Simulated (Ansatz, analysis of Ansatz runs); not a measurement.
# Can an added electron hop between V atoms in VSeO4 (P2_1/c)?, part 2 of 2

Question: does an added electron stay on the V atom where it is started in VSeO4 (P2_1/c), and if so, how high is the barrier for a hop to another V site nearby? Model: a cell of 48 host atoms.

Ansatz 0.2.0; plane-wave PAW DFT, PBEsol+U; relaxation of all atoms of a supercell at fixed charge in a uniform background; PAW set soft_1.

So far. Step 2 (The cell without the carrier): The largest displacement from an ideal site is 0.138 Å. Step 3 (The electron on the first site): The largest changes of the moments are 0.67 μB on V2, 0.21 μB on V26 and -0.07 μB on O42. The largest part sits on the chosen site.

**4. The electron on the second site**

The same start is made on the second site, to get the end of the hop.

B.relax/input.yaml reads:

```yaml
crystal:
  lattice:
    - [7.76124563, 0.0, -0.02878868]
    - [0.0, 9.8632129, 0.0]
    - [-1.28652943, 0.0, 7.91242888]
  atoms:
    - { symbol: V, position: [0.00817, 0.005636, 0.304158], spin: 1.0 }
    - { symbol: V, position: [0.489872, 0.505581, 0.195135], spin: 1.0 }
[... 7 atom lines left out ...]
    - { symbol: O, position: [0.010025, 0.372388, 0.000944] }
[... 3 atom lines left out ...]
    - { symbol: O, position: [0.066445, 0.678291, 0.33073] }
[... 3 atom lines left out ...]
    - { symbol: O, position: [0.283348, 0.47949, 0.200079] }
[... 3 atom lines left out ...]
    - { symbol: O, position: [0.064923, 0.388859, 0.403788] }
[... 3 atom lines left out ...]
    - { symbol: V, position: [0.98986, 0.505578, 0.19525], spin: 2.0 }
[... 21 atom lines left out ...]
    - { symbol: O, position: [0.932754, 0.612006, 0.595559] }
total_charge: -1
basis:
  ecutwfc: 420
  xc_grid: 2
hamiltonian:
  xc: pbesol
  hubbard:
    sites: [{ species: V, l: d, u_eff: 4.0 }]
    projectors: ortho-atomic
  pseudopotentials: { kind: paw, azcp: { folder: soft_1 }, xc_functional: pbe }
kpoints:
  mp_grid: { grid: [1, 1, 1] }
magnetization:
  spin_polarized: true
  initial_magnetization: 1
  spin_locking: { lock_magnetization: hard }
scf:
  occupations: { method: fermi_dirac, width: 0.01 }
  max_iter: 120
  lower_state_search: "off"
output:
  forces: true
relax:
  f_tol: 0.015
  max_steps: 70
  escape_saddle: false
checkpoint:
  write: "../B.relax.run"
  compress: false
  write_wavefunctions: true
  write_every: 100000
```

Launch:

```sh
ansatz run input.yaml --threads 32 --pin off --max-ram 84787MiB --backend cuda --events-out ev --progress --plain --runs-dir out --max-vram 78GiB
```

Numbers of over 12 decimals in the logs are rounded to 6 here.

The log of the run:

```text
[...]
Crystal: 48 atoms, lattice volume = 605.338 Å³
Basis set: ecut = 420 eV, 11813 PW (Γ), exchange–correlation on 108×144×108 points (8 copies of the dense FFT grid, shifted against one another)
Bands: 261, of which v1, the nominal top of the filled ones, is band 213 counted from 1 (212 counted from 0)
Symmetry: 1 space group operations
[...]
k-points: 1
[...]
Starting moments: Σ|m| = 9 μB on 8 of 48 sites
[...]
SCF iter   1: F=—  HF=-84405.338891 eV  |Δ(HF+E_count)|=         —  Δρ=7.28e-2 (↑7.28e-2 ↓6.79e-2)  dr2=2.24e2  dr2_m=2.65e0  M=1.000 μB ∫|m|=14.514 μB  Hψ=1634
[...]
SCF iter   3: F=—  HF=-84383.300836 eV  |Δ(HF+E_count)|=    5.78e0  Δρ=2.27e-2 (↑2.26e-2 ↓2.27e-2)  dr2=1.98e1  dr2_m=5.91e-1  M=1.000 μB ∫|m|=12.979 μB  Hψ=788
[...]
Per-site moments (μB) at R_I (Å): [(0.727057, 0.673084), (0.932437, 0.710526), (-0.721936, 0.672816), [... 6 left out ...]
Free energy (F): -84381.304737 eV
[...]
Internal energy: -84381.304737 eV  (E = F + TS)
E sigma→0 (E₀):  -84381.304737 eV
Fermi energy:    8.039224 (↑ 8.076836, ↓ 7.624051) eV
[...]
--- Forces (eV/Å), atoms counted from 1 ---
  atom   1  V      0.00971552     0.00036193    -0.00007591
  atom   2  V     -0.00185019     0.00304535    -0.00088861
  [... 4 atoms left out ...]
  [... 42 more lines of this table ...]
  max |Σ_I F_I| component: 3.01e-5 eV/Å
--- Band table (eV) ---
[...]
Occupation matrices written to <dir>
--- Relaxed structure (9 steps of the walk, 8 accepted, 0 SCFs on fresh bases) ---
  F+E_penalty+E_count = -84381.30473741 eV   max|allowed force component| = 9.716e-3 eV/Å
  atoms:
    - { symbol: V, position: [0.007173, 0.006250, 0.304014] }
    - { symbol: V, position: [0.524782, 0.503210, 0.203146] }
    [... 4 atoms left out ...]
  [... 42 more lines of this table ...]
[key lines of the parts left out:]
SCF converged after 14 iterations
Magnetization: 1.0000 μB (213.0000 up, 212.0000 down)
```

It took 7.4 s on 1 × NVIDIA GB200 with 32 threads of Arm Neoverse V2, shared host; peak memory 1.2 GiB.

Distances from V26 without and with the electron:

| atom | without (Å) | with (Å) |
| --- | --- | --- |
| O42 | 1.63 | 1.84 |
| O14 | 1.94 | 1.95 |
| O36 | 1.99 | 2.08 |
| O22 | 2.03 | 2.04 |
| O10 | 2.06 | 2.09 |

The largest changes of the moments are 0.67 μB on V26, 0.21 μB on V2 and -0.07 μB on O18. The largest part sits on the chosen site.

**5. Points on the line between the two structures**

All atoms move on the straight line between the two relaxed structures, 2.12 amu^1/2 Å long in mass-weighted terms. Each point starts from the state of the point before, once from either end, so that both localised states can be followed; the midpoint is also started with the carrier shared.

A.x0500/input.yaml reads:

```yaml
crystal:
  lattice:
    - [7.76124563, 0.0, -0.02878868]
    - [0.0, 9.8632129, 0.0]
    - [-1.28652943, 0.0, 7.91242888]
  atoms:
    - { symbol: V, position: [0.006767, 0.00631, 0.30406], spin: 1.0 }
    - { symbol: V, position: [0.516791, 0.503277, 0.202055], spin: 2.0 }
[... 7 atom lines left out ...]
    - { symbol: O, position: [0.014302, 0.368476, -0.002793] }
[... 3 atom lines left out ...]
    - { symbol: O, position: [0.070696, 0.670964, 0.328489] }
[... 3 atom lines left out ...]
    - { symbol: O, position: [0.289567, 0.474741, 0.197534] }
[... 3 atom lines left out ...]
    - { symbol: O, position: [0.070856, 0.387072, 0.415743] }
[... 3 atom lines left out ...]
    - { symbol: V, position: [1.016794, 0.503279, 0.202062], spin: 1.0 }
[... 21 atom lines left out ...]
    - { symbol: O, position: [0.93099, 0.613964, 0.595926] }
total_charge: -1
basis:
  ecutwfc: 420
  xc_grid: 2
hamiltonian:
  xc: pbesol
  hubbard:
    sites: [{ species: V, l: d, u_eff: 4.0 }]
    projectors: ortho-atomic
  pseudopotentials: { kind: paw, azcp: { folder: soft_1 }, xc_functional: pbe }
kpoints:
  mp_grid: { grid: [1, 1, 1] }
magnetization:
  spin_polarized: true
  initial_magnetization: 1
  spin_locking: { lock_magnetization: hard }
scf:
  occupations: { method: fermi_dirac, width: 0.01 }
  max_iter: 120
  lower_state_search: "off"
output:
  forces: true
  eigenvalues: true
  eigenstates: { localisation: true }
  write_density: true
  write_potential: true
  volumetric_format: npy
checkpoint:
  read: "../A.x0375.run"
  write: "../A.x0500.run"
  compress: false
  write_wavefunctions: true
  write_every: 100000
```

The log of the run:

```text
[...]
Warning: checkpoint.read: the run can stay near the saved state's solution: 48 site(s) moved relative to the saved geometry (max |Δs| = 3.821e-3 fractional); [...]
[...]
device memory: the entry about to start is reckoned to put 5.3 GiB on a device that reports 172.4 GiB free (of which the cap on the GPU budget leaves the run 78.0 GiB)
GPU FFT provider: cuFFT
GPU libraries: cuBLAS 13.8.1, cuFFT 12.4.0, cuSOLVER 12.3.2
GPU matrix products: emulated (plane waves: as basis.precision tells), large ones in fixed point in workspaces of 1.00 GiB
Crystal: 48 atoms, lattice volume = 605.338 Å³
Basis set: ecut = 420 eV, 11813 PW (Γ), exchange–correlation on 108×144×108 points (8 copies of the dense FFT grid, shifted against one another)
Bands: 261, of which v1, the nominal top of the filled ones, is band 213 counted from 1 (212 counted from 0)
Symmetry: 1 space group operations
[...]
k-points: 1
[...]
Starting moments: Σ|m| = 9 μB on 8 of 48 sites; this step starts from the density that it was given
[...]
GPU buffer pool allocated for 209952 grid points (all kernels)
GPU transforms: local potential and band sums: pruned to the plane-wave sphere, on 50×72×54
[...]
iter 1 solved again at ethr=7.96e-6 eV; its pass at ethr=3.10e-3 eV (dr2=3.38e-2 eV) is discarded
[...]
SCF iter  12: F=-84381.264081 eV  HF=-84381.264081 eV  |Δ(HF+E_count)|=   9.43e-9  Δρ=2.75e-6 (↑2.75e-6 ↓1.82e-6)  dr2=6.24e-8  dr2_m=1.05e-8  M=1.000 μB ∫|m|=12.214 μB  Hψ=3016
SCF 1 converged in 12 iterations: F = -84381.264081 eV  dr2 = 6.24e-8
[...]
SCF converged after 12 iterations
[...]
Magnetization: 1.0000 μB (213.0000 up, 212.0000 down)
Absolute magnetization: 12.2387 μB (∫|ρ↑−ρ↓|, with the PAW one-centre terms)
[...]
Per-site moments (μB) at R_I (Å): [(0.727110, 0.673113), (1.204080, 0.734397), (-0.722186, 0.672993), [... 6 left out ...]
Free energy (F): -84381.264081 eV
[...]
Internal energy: -84381.264081 eV  (E = F + TS)
E sigma→0 (E₀):  -84381.264081 eV
Fermi energy:    8.091809 (↑ 8.100676, ↓ 7.617542) eV
[...]
--- Forces (eV/Å), atoms counted from 1 ---
  atom   1  V      0.00229535    -0.00438488    -0.00443536
  atom   2  V      0.03750063    -0.11381393     0.01709572
  [... 4 atoms left out ...]
  [... 42 more lines of this table ...]
  max |Σ_I F_I| component: 1.59e-5 eV/Å
--- Band table (eV) ---
[...]
Occupation matrices written to <dir>
```

Elapsed: 1.8 s, on 1 × NVIDIA GB200 with 32 threads; peak memory 1 GiB; 6 s of CPU time.

From eigenstates.tsv, first k-point; energies on the run's zero. The participation number counts the atoms that a state is spread over, of 48; bands count from 0.

```csv
spin,band,energy (eV),occupation,participation,largest share on,share
down,206,6.087,1.00,18.0,O22,0.12
down,207,6.098,1.00,17.2,V27,0.12
down,208,6.244,1.00,25.0,O21,0.07
down,209,6.333,1.00,17.5,V3,0.10
down,210,6.356,1.00,20.5,O23,0.10
down,211,6.426,1.00,34.1,O18,0.05
down,212,8.809,0.00,9.0,V4,0.18
down,213,9.032,0.00,8.8,V3,0.17
down,214,9.134,0.00,9.7,V3,0.15
down,215,9.239,0.00,9.6,V3,0.16
down,216,9.471,0.00,7.0,V4,0.23
up,207,6.147,1.00,9.2,V1,0.20
up,208,6.274,1.00,19.8,O12,0.09
up,209,6.428,1.00,17.0,V2,0.12
up,210,6.473,1.00,28.6,V2,0.08
up,211,6.588,1.00,8.4,V26,0.22
up,212,7.377,1.00,5.8,V2,0.25
up,213,8.825,0.00,4.7,V2,0.26
up,214,8.884,0.00,4.6,V1,0.32
up,215,9.152,0.00,5.1,V1,0.30
up,216,9.400,0.00,5.8,V2,0.28
up,217,9.539,0.00,12.6,V3,0.14
```

Under PBEsol+U (4 eV) at the zone centre alone, the highest filled state is spin up, spread over 6 of 48 atoms, and the lowest empty one, 1.43 eV above it, is spin down, spread over 9 of 48 atoms.

Free energies from the first end:

```csv
started from,fraction,energy (eV),moment change on V2 (μB),on V26 (μB)
first site,0,0.000,0.67,0.21
first site,0.125,0.007,0.64,0.27
first site,0.25,0.022,0.59,0.34
first site,0.375,0.035,0.54,0.41
first site,0.5,0.041,0.48,0.48
first site,0.625,0.035,0.41,0.54
second site,0.875,0.007,0.27,0.64
second site,0.75,0.022,0.34,0.59
second site,0.625,0.035,0.41,0.54
second site,0.5,0.041,0.48,0.48
second site,0.375,0.035,0.54,0.41
shared,0.5,0.041,0.48,0.48
second site,1,0.000,0.21,0.67
```

**6. Outcome**

```yaml
distance_of_the_two_sites_without_the_carrier: 3.88 Å
```

The highest point of the line lies 0.04 eV above the first end, but there the electron is shared along a chain of sites and their images, so this is no barrier of a single pair, which may be higher, and the image-charge term need not cancel. The second site lies about half a repeat away: the first meets it and its image at 3.88 and 3.88 Å, so the cell models a chain, and nothing is concluded on the coupling of a single pair. A shorter hop, 3.16 Å to V28 (opposite spin), was not computed. No run compares the localised electron with one spread in the band, so its binding is unknown. The magnetic order was assumed and need not be the ground state. The total moment is locked, so a carrier of the other spin direction was not tried. The program's search for lower electronic states was switched off in all runs, so that each state is followed; none is shown to be the lowest at its structure. No image-charge correction is applied; it nearly cancels along the line while the charge stays localised. Limits: sampling at the zone centre alone can move energies of charged and open-shell states by tenths of an eV or more in cells of this size; the images are only 7.8 Å apart; gap and trapping depend on the U chosen (V d 4.0 eV).

[Logs are printed without paths, hosts, clocks, repeated set-up lines and the standing remarks that a program may print on its own settings, such as how far it seeks lower states.]

[Hosts, paths, dates, database ids (printed as entryN), source tags and the programs' standing remarks are cut or masked in the printed files.]
